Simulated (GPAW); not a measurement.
# A GW chain in GPAW: BiB (honeycomb monolayer)

Aim: the G0W0 gap of BiB (honeycomb monolayer) on PBE, step by step.

Method: PBE and many-body steps on it, plane waves, in GPAW 26.7.0.

Most raw output is cut from this account.

**1. Starting point**

The cell holds 2 atoms: 1 B and 1 Bi. Its edges and angles: a = 3.778 Å, b = 3.778 Å, c = 11.400 Å, α = 90.0°, β = 90.0°, γ = 120.0°. Vacuum lies along c.

Coordinates:

```
B Bi
1.0
     3.77794    0.00000    0.00000
    -1.88897    3.27179    0.00000
     0.00000    0.00000   11.40000
B Bi
1 1
Direct
  0.33333 0.66667 0.48246
  0.66667 0.33333 0.51754
```

The start is a generated structure, not a measured one. Spin-orbit coupling is left out unless a step names it.

**2. Relaxation**

This step: GPAW 26.7.0; DFT, PBE, plane waves, PAW.

Gaps follow bond lengths, so the structure is brought to rest first.

Input file run.py:

```python
import json
import numpy as np
from gpaw.mpi import world
from ase import Atoms
from ase.constraints import FixSymmetry
from ase.filters import FrechetCellFilter
from ase.optimize import BFGS
from gpaw import GPAW, PW, FermiDirac

atoms = Atoms(['B', 'Bi'],
    cell=[[3.7779394873, 0.0000000000, 0.0000000000],
      [-1.8889697437, 3.2717915700, 0.0000000000],
      [0.0000000000, 0.0000000000, 11.4000000000]],
    scaled_positions=[[0.3333333333, 0.6666666667, 0.4824561404],
      [0.6666666667, 0.3333333333, 0.5175438596]],
    pbc=(True, True, False))
atoms.set_constraint(FixSymmetry(atoms))
atoms.calc = GPAW(mode=PW(700),
    xc='PBE',
    kpts={'size': (9, 9, 1), 'gamma': True},
    occupations=FermiDirac(0.02),
    convergence={'density': 1e-5},
    txt='relax.txt')
steps = []
opt = BFGS(FrechetCellFilter(atoms, mask=[1, 1, 0, 0, 0, 1]), logfile='bfgs.log')
opt.attach(lambda: steps.append([atoms.get_potential_energy(), atoms.cell[:], atoms.positions.copy(), atoms.get_forces()]))
converged = opt.run(fmax=0.03, steps=50)
res = {'converged': bool(converged), 'steps': steps, 'cell': atoms.cell[:], 'frac': atoms.get_scaled_positions()}

if world.rank == 0:
    with open('result.json', 'w') as f:
        json.dump(res, f, default=lambda x: x.tolist())
```

Run with:

```console
mpirun -n 4 gpaw python run.py
```

Run time: 50 s. Hardware: 4 MPI ranks of Arm Neoverse V1, shared host; peak memory 1.1 GiB; 3.3 min of CPU time.

The steps of the relaxation:

```tsv
step	energy less that of the first step (eV)	largest force (eV/Å)
1	0.0000	0.1802
2	-0.0263	0.1542
3	-0.0525	0.1055
4	-0.0531	0.0966
5	-0.0537	0.0834
6	-0.0547	0.0505
7	-0.0555	0.0097
8	-0.0558	0.0040
9	-0.0558	0.0012
```

The atoms that moved most (Å):

```tsv
atom	dx	dy	dz	length
B1	0.000	0.000	-0.039	0.039
Bi2	0.000	0.000	0.039	0.039
```

Final coordinates:

```cif
data_structure
_symmetry_space_group_name_H-M 'P 1'
_symmetry_Int_Tables_number 1
_cell_length_a 3.8701
_cell_length_b 3.8701
_cell_length_c 11.4000
_cell_angle_alpha 90.000
_cell_angle_beta 90.000
_cell_angle_gamma 120.000
_cell_volume 147.87
loop_
_atom_site_label
_atom_site_type_symbol
_atom_site_fract_x
_atom_site_fract_y
_atom_site_fract_z
_atom_site_occupancy
B1 B 0.33333 0.66667 0.47906 1
Bi2 Bi 0.66667 0.33333 0.52093 1
```

**3. Ground state**

The ground-state density comes first.

Input file run.py:

```python
import json
import numpy as np
from gpaw.mpi import world
from ase import Atoms
from gpaw import GPAW, PW, FermiDirac

atoms = Atoms(['B', 'Bi'],
    cell=[[3.8701053022, 0.0000000000, 0.0000000000],
      [-1.9350526511, 3.3516095070, 0.0000000000],
      [0.0000000000, 0.0000000000, 11.4000000000]],
    scaled_positions=[[0.3333333333, 0.6666666667, 0.4790571105],
      [0.6666666667, 0.3333333333, 0.5209295990]],
    pbc=(True, True, False))
calc = GPAW(mode=PW(600),
    xc='PBE',
    kpts={'size': (9, 9, 1), 'gamma': True},
    occupations=FermiDirac(0.001),
    nbands=-7,
    convergence={'density': 1e-6, 'bands': -3},
    maxiter=100,
    txt='gs.txt')
atoms.calc = calc
res = {'energy': atoms.get_potential_energy()}
kpts = calc.get_ibz_k_points()
res['kpts'] = kpts
res['eigenvalues'] = [calc.get_eigenvalues(kpt=k) for k in range(len(kpts))]
res['n_electrons'] = calc.get_number_of_electrons()
calc.write('gs.gpw')

if world.rank == 0:
    with open('result.json', 'w') as f:
        json.dump(res, f, default=lambda x: x.tolist())
```

Run with:

```console
mpirun -n 4 gpaw python run.py
```

Wall time 9 s (4 MPI ranks); peak memory 0.82 GiB.

This step gave:

```yaml
total_energy: -8.967 eV
gap: 0.4888 eV
k_of_the_valence_top: 0.3333, 0.3333, 0
k_of_the_conduction_bottom: 0.3333, 0.3333, 0
least_direct_gap: 0.4888 eV
```

The gap is direct, at (0.333, 0.333, 0.000).

**4. Bands along the symmetry lines**

The cheap functional maps the bands first; the places of the edges decide which points the dearer methods must see.

Input file run.py:

```python
import json
import numpy as np
from gpaw.mpi import world
from gpaw import GPAW

path = [[0.000000, 0.000000, 0.000000],
    [0.062500, 0.000000, 0.000000],
    [0.125000, 0.000000, 0.000000],
    [0.187500, 0.000000, 0.000000],
    [0.250000, 0.000000, 0.000000],
    [0.312500, 0.000000, 0.000000],
    [0.375000, 0.000000, 0.000000],
    [0.437500, 0.000000, 0.000000],
    [0.500000, 0.000000, 0.000000],
    [0.479167, 0.041667, 0.000000],
    [0.458333, 0.083333, 0.000000],
    [0.437500, 0.125000, 0.000000],
    [0.416667, 0.166667, 0.000000],
    [0.395833, 0.208333, 0.000000],
    [0.375000, 0.250000, 0.000000],
    [0.354167, 0.291667, 0.000000],
    [0.333333, 0.333333, 0.000000],
    [0.291667, 0.291667, 0.000000],
    [0.250000, 0.250000, 0.000000],
    [0.208333, 0.208333, 0.000000],
    [0.166667, 0.166667, 0.000000],
    [0.125000, 0.125000, 0.000000],
    [0.083333, 0.083333, 0.000000],
    [0.041667, 0.041667, 0.000000],
    [0.000000, 0.000000, 0.000000]]
calc = GPAW('gs.gpw').fixed_density(kpts=path,
    symmetry='off',
    nbands=19,
    convergence={'bands': 15},
    txt='bands.txt')
res = {}
kpts = calc.get_ibz_k_points()
res['kpts'] = kpts
res['eigenvalues'] = [calc.get_eigenvalues(kpt=k) for k in range(len(kpts))]
res['n_electrons'] = calc.get_number_of_electrons()

if world.rank == 0:
    with open('result.json', 'w') as f:
        json.dump(res, f, default=lambda x: x.tolist())
```

Run with:

```console
mpirun -n 4 gpaw python run.py
```

Run time: 12 s. Hardware: 4 MPI ranks; peak memory 0.88 GiB.

This step gave:

- gap: 0.4888 eV
- k of the valence top: 0.3333, 0.3333, 0
- k of the conduction bottom: 0.3333, 0.3333, 0
- least direct gap: 0.4888 eV

The gap is 0.489 eV, as in the run before at this level.

Electronic bands along the path, in eV, zero at the top of the highest filled band:

```tsv
point	band 6	band 7	band 8	band 9	band 10	band 11	band 12	band 13
Γ	-12.47	-3.18	-0.48	-0.48	0.92	2.74	4.67	4.67
halfway	-11.80	-4.44	-2.24	-1.59	2.09	2.87	4.54	5.59
M	-10.67	-6.99	-2.36	-0.93	1.08	2.00	5.87	6.44
halfway	-10.53	-6.92	-3.48	-0.59	0.95	3.49	5.66	6.61
K	-10.34	-6.90	-4.29	0.00	0.49	5.00	5.07	6.86
halfway	-11.59	-4.86	-2.35	-2.00	2.39	3.55	4.37	5.23
Γ	-12.47	-3.18	-0.48	-0.48	0.92	2.74	4.67	4.67
```

**5. Empty states on the mesh, 6×6×1 mesh, 250 bands**

The sums over transitions need many empty states on a uniform mesh; this step solves for them.

Input file run.py:

```python
import json
import numpy as np
from gpaw.mpi import world
from gpaw import GPAW

calc = GPAW('gs.gpw').fixed_density(kpts={'size': (6, 6, 1), 'gamma': True},
    nbands=291,
    convergence={'bands': 250},
    txt='nscf.txt')
calc.write('full.gpw', mode='all')
res = {}
kpts = calc.get_ibz_k_points()
res['kpts'] = kpts
res['eigenvalues'] = [calc.get_eigenvalues(kpt=k) for k in range(len(kpts))]
res['n_electrons'] = calc.get_number_of_electrons()

if world.rank == 0:
    with open('result.json', 'w') as f:
        json.dump(res, f, default=lambda x: x.tolist())
```

Run with:

```console
mpirun -n 4 gpaw python run.py
```

Run time: 2.4 min. Hardware: 4 MPI ranks; peak memory 1.3 GiB; 9.7 min of CPU time.

Numbers from this step:

```
gap                                                           : 0.4888 eV
k of the valence top                                          : 0.3333, 0.3333, 0
k of the conduction bottom                                    : 0.3333, 0.3333, 0
least direct gap                                              : 0.4888 eV
k points computed                                             : 7
lowest point of the top converged band, above the valence top : 78.9878 eV
```

On this mesh the gap is 0.489 eV.

**6. Screening and self-energy, 6×6×1 mesh, 111 bands, screening to 48 eV**

Now the one-shot GW correction: screening in the RPA, then the self-energy of the levels asked for.

This step: G0W0 on PBE, plane waves, PAW.

Input file run.py:

```python
import json
import numpy as np
from gpaw.mpi import world
from gpaw.response.g0w0 import G0W0

gw = G0W0('full.gpw',
    filename='gw',
    kpts=[0, 4],
    bands=(7, 11),
    ecut=48,
    nbands=111,
    truncation='2D',
    integrate_gamma='sphere',
    q0_correction=True,
    frequencies={'type': 'nonlinear', 'domega0': 0.15, 'omega2': 15.0},
    eta=0.1,
    nblocksmax=True)
gw.calculate()
res = {mode: {k: v for k, v in r.items() if k != 'sigma_eskwn'}
       for mode, r in gw.all_results.items()}

if world.rank == 0:
    with open('result.json', 'w') as f:
        json.dump(res, f, default=lambda x: x.tolist())
```

Run with:

```console
mpirun -n 4 gpaw python run.py
```

Wall time 52 s (4 MPI ranks); peak memory 1.5 GiB.

Numbers from this step:

```yaml
g0w0_gap_on_the_points_computed: 0.9347 eV
least_direct_g0w0_gap_on_the_computed_points: 0.9347 eV
z_at_the_valence_top: 0.6401
z_at_the_conduction_bottom: 0.6013
starting_gap_on_the_mesh: 0.4888 eV
k_of_the_valence_top: 0.3333, 0.3333, 0
k_of_the_conduction_bottom: 0.3333, 0.3333, 0
```

The gap on the mesh goes from 0.49 eV to 0.93 eV, a correction of +0.45 eV.

Limits: finite bands, cutoff and mesh; model gap, bands may invert with spin-orbit coupling; no spin-orbit coupling. v1 is the top filled band, c1 the lowest empty one. Levels before and after the correction, in eV, zero at the valence-band top of each column:

```tsv
	conduction bottom	valence top
Kohn-Sham	0.49	0.00
G0W0	0.93	0.00
```

```tsv
	level	energy (eV)
Kohn-Sham	(0.333 0.333 0) v2	-4.293
Kohn-Sham	(0.333 0.333 0) v1	0.000
Kohn-Sham	(0.333 0.333 0) c1	0.489
Kohn-Sham	(0.333 0.333 0) c2	4.997
G0W0	(0.333 0.333 0) v2	-4.328
G0W0	(0.333 0.333 0) v1	0.000
G0W0	(0.333 0.333 0) c1	0.935
G0W0	(0.333 0.333 0) c2	6.006
```

**7. Where the time went**

Times are wall times on 4 MPI ranks of Arm Neoverse V1, shared host, good to a factor of about two.

```tsv
step	time	share	memory (GiB)
relaxation	50 s	19 %	1.1
ground state	9 s	3 %	0.82
bands along the symmetry lines	12 s	5 %	0.88
empty states on the mesh	2.4 min	54 %	1.3
screening and self-energy	52 s	19 %	1.5
```

**8. What came out**

* PBE gap: 0.49 eV, direct
* G0W0 gap on the mesh: 0.93 eV
* GW settings: 6×6×1 mesh, 111 bands, screening to 48 eV, full frequency, Hilbert transform
* known limits: not at the basis limit; model gap, bands may invert with spin-orbit coupling; no spin-orbit coupling

**Reading.** G0W0 moves the gap on the mesh from 0.49 eV to 0.93 eV (+0.45 eV), with Z of 0.64 and 0.60 at the edges. Only 2 of the mesh's irreducible points were corrected, so a valley elsewhere could overtake. The dearest step here is «empty states on the mesh». Bands and cutoff are finite, so the gap is not at the basis limit. The miss can reach some tenths of an eV and take either sign; the mesh is an error of its own. These stock PAW sets were not made for GW. In the G0W0 run levels were corrected at 2 k points alone, so a gap called «on the mesh» is the least over those, and an edge elsewhere would be missed. Where an edge is built on 6p states of lead, bismuth or thallium, scalar-relativistic gaps usually stand too wide, by a few tenths to over one eV. With atoms this heavy and so narrow a gap, spin-orbit coupling can invert the bands. These scalar-relativistic gaps are then model values, not to be set against experiment, and a spin-orbit change taken from DFT can't simply be added.

[Paths, hosts, dates, memory and timing lines, banners, echoed tables and standing remarks are left out of the program output.]

[Logs are printed without paths, hosts, clocks, repeated set-up lines and the standing remarks that a program may print on its own settings, such as how far it seeks lower states.]

[Runs of the session that timed out or met a known fault of the program may be left out.]

[Hosts, paths, dates, database ids (printed as entryN), source tags and the programs' standing remarks are cut or masked in the printed files.]
